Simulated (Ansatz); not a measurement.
## The perfect Cu wire along [110], 8 atoms a period

What gap, if any, does the Cu wire along [110], 8 atoms a period have, and how many channels would it open?

Program: Ansatz 0.2.0. Level of theory: DFT PBE, plane waves, PAW; relaxation of a wire's period; PAW set soft_1, in the first sound run; inputs show where later runs differ. Results are calculated unless marked as measured.

## Step 1: The structure

The cell holds 8 atoms: 8 Cu. Its edges and angles: a = 10.430 Å, b = 11.934 Å, c = 2.567 Å, α = 90.0°, β = 90.0°, γ = 90.0°. Vacuum lies along a and b. The structure's axis is c.

## Step 2: The relaxed wire

Band widths follow the bond lengths, so the wire is relaxed first. The atoms and the third cell vector are free; the box across stays fixed as vacuum. A Fermi-Dirac smearing is set since the result may be a metal. The pressure printed is a third of the stress's trace over the whole box, vacuum included; only the stress along the axis is relaxed.

input.yaml reads:

```yaml
crystal:
  lattice:
    - [10.43, 0.0, 0.0]
    - [0.0, 11.934, 0.0]
    - [0.0, 0.0, 2.5667976157]
  atoms:
    - { symbol: Cu, position: [0.325982742, 0.284900285, 0.0] }
    - { symbol: Cu, position: [0.325982742, 0.499983041, 0.0] }
    - { symbol: Cu, position: [0.674017258, 0.284900285, 0.0] }
    - { symbol: Cu, position: [0.674017258, 0.499983041, 0.0] }
    - { symbol: Cu, position: [0.5, 0.392441663, 0.5] }
    - { symbol: Cu, position: [0.5, 0.60752442, 0.5] }
    - { symbol: Cu, position: [0.325982742, 0.715065798, 0.0] }
    - { symbol: Cu, position: [0.674017258, 0.715065798, 0.0] }
kpoints:
  mp_grid: { grid: [1, 1, 32] }
scf:
  occupations: { method: fermi_dirac, width: 0.05 }
hamiltonian:
  xc: pbe
  pseudopotentials: { kind: paw, azcp: { folder: soft_1 } }
relax:
  cell: { fix: [a, b, alpha, beta, gamma] }
  max_steps: 45
  f_tol: 0.03
```

On the command line:

```console
> ansatz run input.yaml --threads 4 --pin off --max-ram 16384MiB --backend cpu --events-out ev --progress --plain --runs-dir out
```

Numbers of over 12 decimals in the logs are rounded to 6 here.

What it wrote:

```text
Engine: ansatz 0.2.0, aarch64-unknown-linux-gnu
Pseudopotentials: kind: paw
Pseudopotential: Cu, paw, valence charge 19, recommended cutoff 420 eV (normal), soft_1/Cu.paw.azcp
Functional definition: PBE
  parameter kappa = 0.804
  parameter beta = 0.066725
  exchange = pbe_x(kappa = kappa, mu = beta*pi^2/3)
  correlation = pbe_c(beta = beta)
Crystal: 8 atoms, lattice volume = 319.493 Å³
Basis set: ecut = 420 eV, 6293 PW (Γ), exchange–correlation on 144×160×36 points (8 copies of the dense FFT grid, shifted against one another)
Bands: 92, of which v1, the nominal top of the filled ones, is band 76 counted from 1 (75 counted from 0)
Symmetry: 8 space group operations
Space group: Pmmm (ITA 47), of the structure as read, at distance tolerance 6.8e-5 Å
k-points: 17 of 32
Non-local potential: Cu, projectors of the file, l = 0: 3, l = 1: 2, l = 2: 3, l = 3: 1
PAW form: soft (Blöchl's): semilocal exchange-correlation on the pseudo side does not see the compensation charge
PAW one-centre angular grid: Cu, 590 points (default); XC on 64 Gauss nodes
Initial density: superposition of atomic densities (neutral atoms: chi_scale 0, normalization atom)
Initial wavefunctions: pseudopotential atomic-orbital guess
Functional: x = pbe(κ = 0.804, μ = 0.219515), c = pbe(β = 0.066725)
SCF iter   1: F=—  HF=-52999.669635 eV  |F-HF|=—  |Δ(HF+E_count)|=         —  Δρ=1.10e-1  dr2=2.52e1  ethr=3.10e-3  ⟨swp⟩=6.6  Hψ=5983  notcnv=0  defer=30
preconditioner: auto → LDOS  [metal: Δε(μ)=0.098 eV  Ē_g=6.014 eV  σ=0.050 eV  W_gap=0.42  n_scr=56 (ndim 8)  ℏωp=19.5 eV  f_vac=0.577  D(μ)=3.47/eV (n_scr^D=20)  β→1.0]
SCF iter   2: F=—  HF=-53024.254511 eV  |F-HF|=—  |Δ(HF+E_count)|=    2.46e1  Δρ=2.20e-1  dr2=9.20e1  ethr=3.10e-3  ⟨swp⟩=4.0  Hψ=4616  notcnv=0  defer=111  recentre
SCF iter   3: F=—  HF=-52995.411577 eV  |F-HF|=—  |Δ(HF+E_count)|=    2.88e1  Δρ=2.91e-2  dr2=1.81e0  ethr=3.10e-3  ⟨swp⟩=4.0  Hψ=4167  notcnv=0  defer=153
SCF iter   4: F=—  HF=-52995.080138 eV  |F-HF|=—  |Δ(HF+E_count)|=   3.31e-1  Δρ=8.53e-3  dr2=1.32e-1  ethr=1.19e-3  ⟨swp⟩=2.3  Hψ=2675  notcnv=0  defer=135
SCF iter   5: F=—  HF=-52995.060009 eV  |F-HF|=—  |Δ(HF+E_count)|=   2.01e-2  Δρ=2.49e-3  dr2=1.18e-2  ethr=8.68e-5  ⟨swp⟩=2.0  Hψ=2569  notcnv=0  defer=147
SCF iter   6: F=—  HF=-52995.067197 eV  |F-HF|=—  |Δ(HF+E_count)|=   7.19e-3  Δρ=1.43e-3  dr2=4.36e-3  ethr=7.79e-6  ⟨swp⟩=2.1  Hψ=2291  notcnv=0  defer=147
SCF iter   7: F=—  HF=-52995.067116 eV  |F-HF|=—  |Δ(HF+E_count)|=   8.15e-5  Δρ=2.28e-4  dr2=1.90e-4  ethr=2.87e-6  ⟨swp⟩=2.0  Hψ=2206  notcnv=0  defer=147
SCF iter   8: F=—  HF=-52995.067278 eV  |F-HF|=—  |Δ(HF+E_count)|=   1.62e-4  Δρ=1.92e-4  dr2=1.12e-4  ethr=1.25e-7  ⟨swp⟩=2.0  Hψ=2647  notcnv=0  defer=147
SCF iter   9: F=—  HF=-52995.067288 eV  |F-HF|=—  |Δ(HF+E_count)|=   1.01e-5  Δρ=3.16e-5  dr2=3.76e-6  ethr=7.34e-8  ⟨swp⟩=2.0  Hψ=2121  notcnv=0  defer=147
SCF iter  10: F=—  HF=-52995.067404 eV  |F-HF|=—  |Δ(HF+E_count)|=   1.16e-4  Δρ=2.59e-5  dr2=1.30e-6  ethr=2.47e-9  ⟨swp⟩=2.5  Hψ=2205  notcnv=0  defer=147
SCF iter  11: F=—  HF=-52995.067404 eV  |F-HF|=—  |Δ(HF+E_count)|=   7.58e-7  Δρ=7.28e-6  dr2=1.81e-7  ethr=8.56e-10  ⟨swp⟩=2.2  Hψ=2167  notcnv=0  defer=147
SCF iter  12: F=-52995.067404 eV  HF=-52995.067404 eV  |F-HF|=3.78e-9  |Δ(HF+E_count)|=   1.43e-8  Δρ=2.26e-6  dr2=1.26e-8  ethr=6.58e-11  ⟨swp⟩=4.0  Hψ=4966  notcnv=0
SCF 1 converged in 12 iterations: F = -52995.067404 eV  dr2 = 1.26e-8
  greatest PAW one-centre occupation: 1.000 electrons in one spin orbital (limit 2), on the Cu atom at site 7 (counted from 0), in its partial waves of l = 0
relax step   1: F+E_penalty+E_count = -52995.06740442 eV  Δ(F+E_penalty+E_count) = +0.000e0 eV  max|allowed force component| = 6.602e-1 eV/Å  Δτ_max = 0.0000 Å  P = -2.720 GPa  Ω = 319.493 Å³  fix = [a, b, alpha, beta, gamma]  reactions: a -1.842, b -2.954 GPa  (12 SCF iters, dr2 threshold 1.00e-7 eV, accepted)
Crystal: 8 atoms, lattice volume = 313.861 Å³
Basis set: ecut = 420 eV, 6149 PW (Γ), exchange–correlation on 144×160×36 points (8 copies of the dense FFT grid, shifted against one another)
Initial density: handed on by an earlier stage of this run
Initial wavefunctions: those handed on with the density
iter 1 solved again at ethr=1.20e-4 eV; its pass at ethr=3.10e-3 eV (dr2=1.83e-1 eV) is discarded
SCF iter   1: F=—  HF=-52995.386613 eV  |F-HF|=—  |Δ(HF+E_count)|=         —  Δρ=9.70e-3  dr2=1.86e-1  ethr=1.20e-4  ⟨swp⟩=2.8  Hψ=7231  notcnv=0
preconditioner: auto → LDOS  [metal: Δε(μ)=0.089 eV  Ē_g=6.722 eV  σ=0.050 eV  W_gap=0.37  n_scr=56 (ndim 8)  ℏωp=19.7 eV  f_vac=0.585  D(μ)=2.77/eV (n_scr^D=16)  β→1.0]
SCF iter   2: F=—  HF=-52995.570244 eV  |F-HF|=—  |Δ(HF+E_count)|=   1.84e-1  Δρ=2.40e-2  dr2=9.98e-1  ethr=1.20e-4  ⟨swp⟩=3.0  Hψ=3384  notcnv=0  recentre
SCF iter   3: F=—  HF=-52995.357571 eV  |F-HF|=—  |Δ(HF+E_count)|=   2.13e-1  Δρ=4.03e-3  dr2=3.21e-2  ethr=1.20e-4  ⟨swp⟩=2.1  Hψ=3156  notcnv=0  defer=149
SCF iter   4: F=—  HF=-52995.351316 eV  |F-HF|=—  |Δ(HF+E_count)|=   6.25e-3  Δρ=8.00e-4  dr2=1.02e-3  ethr=2.11e-5  ⟨swp⟩=2.0  Hψ=2152  notcnv=0  defer=149
SCF iter   5: F=—  HF=-52995.351441 eV  |F-HF|=—  |Δ(HF+E_count)|=   1.26e-4  Δρ=6.43e-4  dr2=7.46e-4  ethr=6.74e-7  ⟨swp⟩=2.5  Hψ=2492  notcnv=0  defer=149
SCF iter   6: F=—  HF=-52995.351474 eV  |F-HF|=—  |Δ(HF+E_count)|=   3.27e-5  Δρ=6.17e-5  dr2=7.56e-6  ethr=4.91e-7  ⟨swp⟩=2.0  Hψ=2156  notcnv=0  defer=149
SCF iter   7: F=—  HF=-52995.351481 eV  |F-HF|=—  |Δ(HF+E_count)|=   6.94e-6  Δρ=3.32e-5  dr2=2.67e-6  ethr=4.98e-9  ⟨swp⟩=3.1  Hψ=3166  notcnv=0  defer=149
SCF iter   8: F=—  HF=-52995.351482 eV  |F-HF|=—  |Δ(HF+E_count)|=   6.08e-7  Δρ=2.28e-5  dr2=1.07e-6  ethr=1.76e-9  ⟨swp⟩=2.0  Hψ=2136  notcnv=0  defer=149
SCF iter   9: F=-52995.351482 eV  HF=-52995.351482 eV  |F-HF|=7.10e-8  |Δ(HF+E_count)|=   9.15e-8  Δρ=8.68e-6  dr2=1.43e-7  ethr=5.26e-10  ⟨swp⟩=4.0  Hψ=4936  notcnv=0
SCF 2 converged in 9 iterations: F = -52995.351482 eV  dr2 = 1.43e-7
relax step   2: F+E_penalty+E_count = -52995.35148175 eV  Δ(F+E_penalty+E_count) = -2.841e-1 eV  max|allowed force component| = 3.730e-1 eV/Å  Δτ_max = 0.0817 Å  P = -1.380 GPa  Ω = 313.861 Å³  energy of the carried Pulay correction = +1.545e-3 eV  fix = [a, b, alpha, beta, gamma]  reactions: a -0.792, b -1.577 GPa  (9 SCF iters, dr2 threshold 8.00e-7 eV, accepted)
Crystal: 8 atoms, lattice volume = 306.384 Å³
Basis set: ecut = 420 eV, 5977 PW (Γ), exchange–correlation on 144×160×36 points (8 copies of the dense FFT grid, shifted against one another)
[...]
SCF iter   4: F=—  HF=-52995.443397 eV  |F-HF|=—  |Δ(HF+E_count)|=   1.19e-2  Δρ=1.32e-3  dr2=2.72e-3  ethr=4.04e-5  ⟨swp⟩=2.0  Hψ=2272  notcnv=0  defer=150
SCF iter   5: F=—  HF=-52995.443442 eV  |F-HF|=—  |Δ(HF+E_count)|=   4.52e-5  Δρ=8.39e-4  dr2=1.24e-3  ethr=1.79e-6  ⟨swp⟩=2.9  Hψ=2509  notcnv=0  defer=150
SCF iter   6: F=—  HF=-52995.443364 eV  |F-HF|=—  |Δ(HF+E_count)|=   7.82e-5  Δρ=1.03e-4  dr2=2.44e-5  ethr=8.16e-7  ⟨swp⟩=2.0  Hψ=2205  notcnv=0  defer=150
SCF iter   7: F=—  HF=-52995.443450 eV  |F-HF|=—  |Δ(HF+E_count)|=   8.60e-5  Δρ=2.34e-5  dr2=1.33e-6  ethr=1.61e-8  ⟨swp⟩=2.7  Hψ=2817  notcnv=0  defer=150
SCF iter   8: F=—  HF=-52995.443452 eV  |F-HF|=—  |Δ(HF+E_count)|=   1.82e-6  Δρ=2.01e-5  dr2=8.87e-7  ethr=5.26e-10  ⟨swp⟩=5.0  Hψ=5727  notcnv=0
SCF iter   9: F=-52995.443451 eV  HF=-52995.443452 eV  |F-HF|=1.95e-7  |Δ(HF+E_count)|=   1.78e-8  Δρ=9.57e-6  dr2=1.80e-7  ethr=5.26e-10  ⟨swp⟩=4.0  Hψ=4932  notcnv=0
SCF 3 converged in 9 iterations: F = -52995.443451 eV  dr2 = 1.80e-7
relax step   3: F+E_penalty+E_count = -52995.44345145 eV  Δ(F+E_penalty+E_count) = -9.197e-2 eV  max|allowed force component| = 1.673e-1 eV/Å  Δτ_max = 0.1112 Å  P = +0.587 GPa  Ω = 306.384 Å³  energy of the carried Pulay correction = +3.640e-3 eV  fix = [a, b, alpha, beta, gamma]  reactions: a +0.519, b +0.683 GPa  (9 SCF iters, dr2 threshold 8.00e-7 eV, accepted)
[...]
relax step   4: F+E_penalty+E_count = -52995.46101870 eV  Δ(F+E_penalty+E_count) = -1.757e-2 eV  max|allowed force component| = 1.483e-1 eV/Å  Δτ_max = 0.0752 Å  P = +0.092 GPa  Ω = 306.335 Å³  energy of the carried Pulay correction = +3.654e-3 eV  fix = [a, b, alpha, beta, gamma]  reactions: a +0.139, b -0.130 GPa  (9 SCF iters, dr2 threshold 8.00e-7 eV, accepted)
[...]
relax step   5: F+E_penalty+E_count = -52995.46545466 eV  Δ(F+E_penalty+E_count) = -4.436e-3 eV  max|allowed force component| = 7.613e-2 eV/Å  Δτ_max = 0.0245 Å  P = +0.032 GPa  Ω = 306.793 Å³  energy of the carried Pulay correction = +3.524e-3 eV  fix = [a, b, alpha, beta, gamma]  reactions: a +0.023, b -0.062 GPa  (8 SCF iters, dr2 threshold 8.00e-7 eV, accepted)
[...]
relax step   6: F+E_penalty+E_count = -52995.46697599 eV  Δ(F+E_penalty+E_count) = -1.521e-3 eV  max|allowed force component| = 5.215e-3 eV/Å  Δτ_max = 0.0153 Å  P = -0.072 GPa  Ω = 306.958 Å³  energy of the carried Pulay correction = +3.478e-3 eV  fix = [a, b, alpha, beta, gamma]  reactions: a -0.102, b -0.111 GPa  (7 SCF iters, dr2 threshold 3.62e-7 eV, accepted)
Initial wavefunctions: pseudopotential atomic-orbital guess (no wavefunctions were taken with the density)
iter 1 solved again at ethr=1.21e-6 eV; its pass at ethr=3.10e-3 eV (dr2=1.85e-3 eV) is discarded
SCF iter   1: F=—  HF=-52995.462854 eV  |F-HF|=—  |Δ(HF+E_count)|=         —  Δρ=9.32e-5  dr2=6.51e-6  ethr=1.21e-6  ⟨swp⟩=3.2  Hψ=10364  notcnv=0
eigensolver tolerance schedule: the retry pair's looser diagonalisation over-reported the residual by 282.37 of it (diagonalisation noise at 0.12 of the residual, at the tolerance the schedule requests for it); recorded, not acted on — ethr = c·dr2/N_el stays at c = 1.0e-1
preconditioner: auto → LDOS  [insulator: Δε(μ)=0.147 eV  Ē_g=7.014 eV  σ=0.050 eV  W_gap=0.51  n_scr=60 (ndim 8)  ℏωp=19.9 eV  f_vac=0.591  D(μ)=2.39/eV (n_scr^D=10)  ε∞_Penn≈9.0  β→1.0]
SCF iter   2: F=—  HF=-52995.463032 eV  |F-HF|=—  |Δ(HF+E_count)|=   1.78e-4  Δρ=4.09e-4  dr2=3.07e-4  ethr=4.29e-9  ⟨swp⟩=3.0  Hψ=3592  notcnv=0
SCF iter   3: F=—  HF=-52995.463080 eV  |F-HF|=—  |Δ(HF+E_count)|=   4.83e-5  Δρ=5.65e-4  dr2=5.31e-4  ethr=4.29e-9  ⟨swp⟩=3.0  Hψ=3747  notcnv=0
SCF iter   4: F=—  HF=-52995.462963 eV  |F-HF|=—  |Δ(HF+E_count)|=   1.17e-4  Δρ=3.54e-5  dr2=2.12e-6  ethr=4.29e-9  ⟨swp⟩=3.0  Hψ=3737  notcnv=0
SCF iter   5: F=—  HF=-52995.462977 eV  |F-HF|=—  |Δ(HF+E_count)|=   1.37e-5  Δρ=1.61e-5  dr2=5.07e-7  ethr=1.39e-9  ⟨swp⟩=2.0  Hψ=2532  notcnv=0
SCF iter   6: F=—  HF=-52995.462977 eV  |F-HF|=—  |Δ(HF+E_count)|=   1.88e-8  Δρ=3.82e-6  dr2=5.77e-8  ethr=3.34e-10  ⟨swp⟩=2.0  Hψ=2286  notcnv=0
SCF iter   7: F=—  HF=-52995.462977 eV  |F-HF|=—  |Δ(HF+E_count)|=   1.82e-8  Δρ=1.06e-6  dr2=3.48e-9  ethr=3.80e-11  ⟨swp⟩=2.0  Hψ=2217  notcnv=0
SCF iter   8: F=—  HF=-52995.462977 eV  |F-HF|=—  |Δ(HF+E_count)|=   2.69e-9  Δρ=7.58e-7  dr2=1.13e-9  ethr=2.29e-12  ⟨swp⟩=2.5  Hψ=2336  notcnv=0
SCF iter   9: F=-52995.462977 eV  HF=-52995.462977 eV  |F-HF|=7.28e-11  |Δ(HF+E_count)|=  1.46e-11  Δρ=7.04e-8  dr2=1.68e-11  ethr=1.00e-12  ⟨swp⟩=3.3  Hψ=5929  notcnv=0
SCF 7 converged in 9 iterations: F = -52995.462977 eV  dr2 = 1.68e-11
relax step   7: F+E_penalty+E_count = -52995.46297698 eV  Δ(F+E_penalty+E_count) = +3.999e-3 eV  max|allowed force component| = 5.195e-3 eV/Å  Δτ_max = 0.0000 Å  P = -0.067 GPa  Ω = 306.958 Å³  fix = [a, b, alpha, beta, gamma]  reactions: a -0.100, b -0.107 GPa  stress off target by 6.47e-3 GPa on what of the cell is left free  SCF on the basis re-selected at this cell (its energy is not comparable with the rows above)  (9 SCF iters)
basis re-selected at this cell: Δ(F+E_penalty+E_count) = +3.999e-3 eV, ΔP = +0.005 GPa vs the last step (what re-selecting the basis moved, of the pressure what is left beyond the Pulay correction that the steps carried, after the strain that the cell walked since its last selection, with what the two solves' SCF thresholds leave and, on support functions, any second-order correction that the steps lacked; it is no m [...]
SCF converged after 9 iterations
Free energy (F): -52995.462977 eV
Harris-Foulkes:  -52995.462977 eV  (|F-HF|=7.28e-11)
Internal energy: -52995.442887 eV  (E = F + TS)
E sigma→0 (E₀):  -52995.452932 eV
Entropy (-TS):   -0.020090 eV (-2.511 meV/atom)
Fermi energy:    2.164077 eV
--- Per-component energies (eV) ---
  E_band       = -5029.947478
  E_kinetic    = 2092.772124
  E_local      = -110731.424124  (includes V_loc(G=0)·N_el)
  E_nonlocal   = 7164.450858
  E_hartree    = 51572.524430
  E_xc         = -540.008361
  E_vxc        = -696.102738  (∫ρ·V_xc dr)
  E_paw        = -14558.968914  (= ΣΔE_a)
  E_vpaw       = -6004.700279  (= ΣTr[D̂ρ^β])
  E_aug_tail   = 0.008129  (compensation charges beyond the density's cutoff)
  E_ewald      = 12005.202971
  E_smearing   = -0.020090  (= −TS)
  E_closure    = 0.000000  (closes the sum)
  Σ components = -52995.462977   (vs F -52995.462977, Δ=0.00e0)
--- Forces (eV/Å), atoms counted from 1 ---
  atom   1  Cu     0.00184829     0.00115747     0.00000000
  atom   2  Cu     0.00519470     0.00000000     0.00000000
  atom   3  Cu    -0.00184829     0.00115747     0.00000000
  atom   4  Cu    -0.00519470     0.00000000     0.00000000
  atom   5  Cu    -0.00000000     0.00077528     0.00000000
  atom   6  Cu     0.00000000    -0.00077528     0.00000000
  atom   7  Cu     0.00184829    -0.00115747     0.00000000
  atom   8  Cu    -0.00184829    -0.00115747     0.00000000
  max |Σ_I F_I| component: 8.67e-19 eV/Å
--- Stress (GPa, compression-positive) ---
       -0.100350       0.000000       0.000000
        0.000000      -0.107142       0.000000
        0.000000       0.000000       0.006473
  P = ⅓ Tr σ = -0.0670 GPa (-0.670 kbar)
--- Relaxed structure (6 steps of the walk, 6 accepted, 1 SCFs on fresh bases) ---
  F+E_penalty+E_count = -52995.46297698 eV   max|allowed force component| = 5.195e-3 eV/Å   (the final SCF, on the basis selected at the relaxed cell)
  cell:  # Å, volume = 306.9576 Å³
    - [10.43, 0.0, 0.0]
    - [0.0, 11.934, 0.0]
    - [0.0, 0.0, 2.466085]
  atoms:
    - { symbol: Cu, position: [0.320287, 0.299828, 0.0] }
    - { symbol: Cu, position: [0.330228, 0.499983, 0.0] }
    - { symbol: Cu, position: [0.679713, 0.299828, 0.0] }
    - { symbol: Cu, position: [0.669772, 0.499983, 0.0] }
    - { symbol: Cu, position: [0.5, 0.385433, 0.5] }
    - { symbol: Cu, position: [0.5, 0.614533, 0.5] }
    - { symbol: Cu, position: [0.320287, 0.700139, 0.0] }
    - { symbol: Cu, position: [0.679713, 0.700139, 0.0] }
```

It took 67 s on 4 threads of Arm Neoverse V1, shared host; peak memory 1 GiB; 4.4 min of CPU time.

(Part 1 of 2 ends here.)

[Logs are printed without paths, hosts, clocks, repeated set-up lines and the standing remarks that a program may print on its own settings, such as how far it seeks lower states.]

[Hosts, paths, dates, database ids (printed as entryN), source tags and the programs' standing remarks are cut or masked in the printed files.]
